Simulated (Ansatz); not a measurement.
# Tl3Fe, from a guessed structure to a relaxed one, part 2 of 2

Starting from a made-up structure for Tl3Fe, the aim is the relaxed cell, its shortest contacts and, where a second run follows, its electronic structure.

Ansatz 0.2.0; DFT, PBE, plane-wave PAW, files of the set soft_1, scalar-relativistic, ferromagnetic start, cell and ions relaxed at zero pressure; PAW set soft_1 (the session's first sound run).

So far: The starting structure; Relaxation of the guess. The relaxed cell has a = 4.530, c = 9.772 Å (conventional setting).

## Step 3: Electronic structure of the relaxed cell

A second self-consistent run takes a narrower smearing and the mesh shown in its input; the bands follow along the standard path of the relaxed lattice.

This step: DFT, PBE, plane-wave PAW, files of the set soft_1, scalar-relativistic, ferromagnetic start, bands and density of states at the relaxed cell; PAW set soft_1 (Ansatz 0.2.0).

Contents of input.yaml:

```yaml
crystal:
  lattice:
    - [-2.264874465, 2.264874465, 4.8858424564]
    - [2.264874465, -2.264874465, 4.8858424564]
    - [2.264874465, 2.264874465, -4.8858424564]
  atoms:
    - { symbol: Tl, position: [0.25, 0.75, 0.5] }
    - { symbol: Tl, position: [0.75, 0.25, 0.5] }
    - { symbol: Tl, position: [0.5, 0.5, 0.0] }
    - { symbol: Fe, position: [0.0, 0.0, 0.0], spin: 3.1 }
magnetization:
  spin_polarized: true
kpoints:
  mp_grid: { grid: [10, 10, 10] }
  band_path:
    path:
      - [[0.0, 0.0, 0.0], [0.5, -0.5, 0.0], [0.5, -0.5, 0.1074433], [0.30372165, -0.30372165, 0.30372165], [0.0, 0.0, 0.0], [0.5, 0.5, -0.5], [0.69627835, 0.30372165, -0.30372165], [0.5, 0.0, 0.0], [0.75, -0.25, -0.25], [0.8925567, 0.1074433, -0.5], [0.5, 0.5, -0.5]]
      - [[0.5, -0.5, 0.0], [0.75, -0.25, -0.25]]
    npoints: 7
scf:
  occupations: { method: fermi_dirac, width: 0.03 }
  n_extra_bands: 10
hamiltonian:
  xc: pbe
  pseudopotentials: { kind: paw, azcp: { folder: soft_1 } }
output:
  forces: true
  stress: true
  write_bands: true
  dos: { projected: true }
  write_density: true
  write_potential: true
  elf: true
  volumetric_format: npy
```

Launch:

```sh
$ ansatz run input.yaml --threads 4 --pin off --max-ram 8192MiB --backend cpu --events-out ev --progress --plain --runs-dir out
```

Numbers of over 12 decimals in the logs are rounded to 6 here.

What it wrote:

```text
[...]
Crystal: 4 atoms, lattice volume = 100.251 Å³
Basis set: ecut = 420 eV, 1953 PW (Γ), exchange–correlation on 80×80×80 points (8 copies of the dense FFT grid, shifted against one another)
Bands: 38, of which v1, the nominal top of the filled ones, is band 28 counted from 1 (27 counted from 0)
Symmetry: 16 space group operations
[...]
k-points: 102 of 1000
[...]
Starting moments: Σ|m| = 3.1 μB on 1 of 4 sites
[...]
SCF iter  13: F=-38817.136460 eV  HF=-38817.136460 eV  |F-HF|=1.86e-8  |Δ(HF+E_count)|=   5.51e-9  Δρ=4.37e-6 (↑5.78e-7 ↓4.37e-6)  dr2=2.27e-8  dr2_m=5.14e-9  M=2.879 μB ∫|m|=3.439 μB  ethr=5.02e-11  ⟨swp⟩=10.6  Hψ=45810  notcnv=0
SCF 1 converged in 13 iterations: F = -38817.136460 eV  dr2 = 2.27e-8
[...]
NSCF: frozen V_eff on 79 k-points
SCF converged after 13 iterations
Magnetization: 2.8786 μB (28.9393 up, 26.0607 down)
Absolute magnetization: 3.4393 μB (∫|ρ↑−ρ↓|, with the PAW one-centre terms)
[...]
Per-site moments (μB) at R_I (Å): [(-0.034096, 1.321244), (-0.034096, 1.321244), (-0.025680, 1.321244), (3.115797, 1.321244)]
Free energy (F): -38817.136460 eV
[...]
Internal energy: -38817.127066 eV  (E = F + TS)
E sigma→0 (E₀):  -38817.131763 eV
Entropy (-TS):   -0.009394 eV (-2.349 meV/atom)
Fermi energy:    11.237583 eV
[...]
--- Stress (GPa, compression-positive) ---
        0.054234       0.000000       0.000000
        0.000000       0.054234       0.000000
        0.000000       0.000000      -0.174978
  P = ⅓ Tr σ = -0.0222 GPa (-0.222 kbar)
--- Band table (eV; the first three rows and the last of 204) ---
  k-point 0 ↑: bands = [... 24 lower, 8.7391, 8.8335, 9.1720, 9.2529, 12.1013, 12.1013, 12.6150, 12.7741, ... 6 higher]
  k-point 1 ↑: bands = [... 24 lower, 8.7478, 9.0187, 9.0869, 9.6014, 11.4341, 11.6306, 11.9448, 13.0172, ... 6 higher]
  k-point 2 ↑: bands = [... 24 lower, 8.4703, 9.0499, 9.1059, 10.2805, 10.4730, 10.7976, 11.1440, 13.5477, ... 6 higher]
  k-point 101 ↓: bands = [... 24 lower, 11.0477, 11.2497, 11.2497, 11.2540, 11.9955, 12.5283, 15.9039, 15.9039, ... 6 higher]
```

Wall time 20 s (4 threads of Arm Neoverse V2, shared host); peak memory 0.85 GiB.

Numbers from this step:

```yaml
free_energy: -38817.1365 eV
energy_at_zero_smearing: -38817.1318 eV
smearing_term_ts: 0.009394 eV
magnetization: 2.879 μB
absolute_magnetization: 3.439 μB
site_moments: -0.03410, -0.03410, -0.02568, 3.116 μB
pressure: -0.02217 GPa
```

From bands.tsv, the bands that come nearest the Fermi level along the path, at its corners, in eV from the Fermi level:

```
point  band_28_up  band_29_up  band_30_up  band_23_dn  band_24_dn  band_25_dn  band_26_dn  band_27_dn
    Γ        0.86        0.86        1.38       -0.82       -0.82       -0.22        0.03        0.84
    X       -2.08       -1.70        1.67       -2.48       -2.08       -0.53        0.40        0.44
    Y       -1.34       -0.37        1.79       -1.80       -1.10       -0.46        0.43        0.51
    S        0.67        1.76        2.85       -0.82       -0.28       -0.09       -0.02        0.56
    Γ        0.86        0.86        1.38       -0.82       -0.82       -0.22        0.03        0.84
    Z       -1.20        0.31        4.64       -1.24       -0.19        0.01        0.01        0.02
   S1        0.67        1.76        2.85       -0.82       -0.28       -0.09       -0.02        0.56
    N        1.45        1.63        1.95       -0.77       -0.12       -0.03        0.43        0.61
    P       -0.93       -0.65       -0.65       -1.41       -1.41       -1.20        0.50        0.59
   Y1       -1.34       -0.37        1.79       -1.80       -1.10       -0.46        0.43        0.51
    Z       -1.20        0.31        4.64       -1.24       -0.19        0.01        0.01        0.02
    X       -2.08       -1.70        1.67       -2.48       -2.08       -0.53        0.40        0.44
    P       -0.93       -0.65       -0.65       -1.41       -1.41       -1.20        0.50        0.59
```

Spin density in the ab plane of the cell as run, not the conventional one, at fractional z = 0.000, with atoms of Tl and Fe within 0.2 Å of it.

Ten even steps from '0' (0.0 e/Å³) to '9' (5.1 e/Å³), each cell a mean:
```
7400000000000004
1100000000000000
0000000000000000
0000000000000000
0000000000000000
0000000000000000
0000000000000000
0000000000000000
0000000000000000
0000000000000000
0000000000000000
0000000000000000
0000000000000000
0000000000000000
3100000000000014
9300000000000017
```
Columns run along a (5.8 Å), rows up along b (5.8 Å). Atoms in or near the plane, at fractional coordinates: Tl at (0.50, 0.50), Fe at (0.00, 0.00).

ELF in the ab plane of the cell as run, not the conventional one, at fractional z = 0.000, with atoms of Tl and Fe within 0.2 Å of it. It is the smooth field of the valence electrons, not physical close to the nuclei.

Ten even steps from '0' (0.03) to '9' (0.86), each cell a mean:
```
9631222111122125
4421221111111112
2211222111111111
2112222211000112
2222334332100112
2222344344210111
1112342013421111
1111242001431111
1111233100332111
1111124322442212
2111012344432222
2211001223332222
1111111112222111
2111111111221123
5211211111221246
9521221111222249
```
Columns run along a (5.8 Å), rows up along b (5.8 Å). Atoms in or near the plane, at fractional coordinates: Tl at (0.50, 0.50), Fe at (0.00, 0.00).

Valence density in the ab plane of the cell as run, not the conventional one, at fractional z = 0.000, with atoms of Tl and Fe within 0.2 Å of it. It is the smooth field of the valence electrons, not physical close to the nuclei.

Ten steps, logarithmic in the rise over the least value, from '0' (0 e/Å³) to '9' (26 e/Å³), each cell a mean:
```
9841000000000137
6531000000000013
2210000000000001
0000000000000000
0000012210000000
0000124432000000
0000135654200000
0000135665310000
0000014666420000
0000002455420000
0000000133210000
0000000011100000
0000000000000011
3100000000000134
7410000000000258
9730000000000269
```
Columns run along a (5.8 Å), rows up along b (5.8 Å). Atoms in or near the plane, at fractional coordinates: Tl at (0.50, 0.50), Fe at (0.00, 0.00).

## Step 4: What came out

| Item | Value |
| --- | --- |
| space group, relaxed | I4/mmm |
| conventional cell | a = 4.530, b = 4.530, c = 9.772 Å; α = 90.0°, β = 90.0°, γ = 90.0° |
| volume per atom | 25.06 Å³ (guess 23.62) |
| total moment | 2.90 μB in the cell of 4 atoms |

What this shows: Tl3Fe relaxes to I4/mmm with a = 4.530, b = 4.530 and c = 9.772 Å. The guessed volume was 6 % too small. The space group I4/mmm was held in the relaxation, so the end point is a stationary structure within it and may be a saddle against distortions or other arrangements. The input starts from parallel moments, and no other start was typed. Bands cross the Fermi level, so it is a metal or semimetal at this level. On the 10×10×10 mesh with the narrower smearing (relaxed on 8×8×8) the forces vanish, as symmetry may demand, and the largest stress component is 0.175 GPa, against the relaxation's thresholds of 0.015 eV/Å and 0.05 GPa. The cutoff wasn't tested. Spin-orbit coupling is left out, which can matter for elements this heavy. No dispersion term is used, so weakly bound directions may come out too long. Nothing here tests whether the compound is stable against decomposition.

[Logs are printed without paths, hosts, clocks, repeated set-up lines and the standing remarks that a program may print on its own settings, such as how far it seeks lower states.]

[Hosts, paths, dates, database ids (printed as entryN), source tags and the programs' standing remarks are cut or masked in the printed files.]
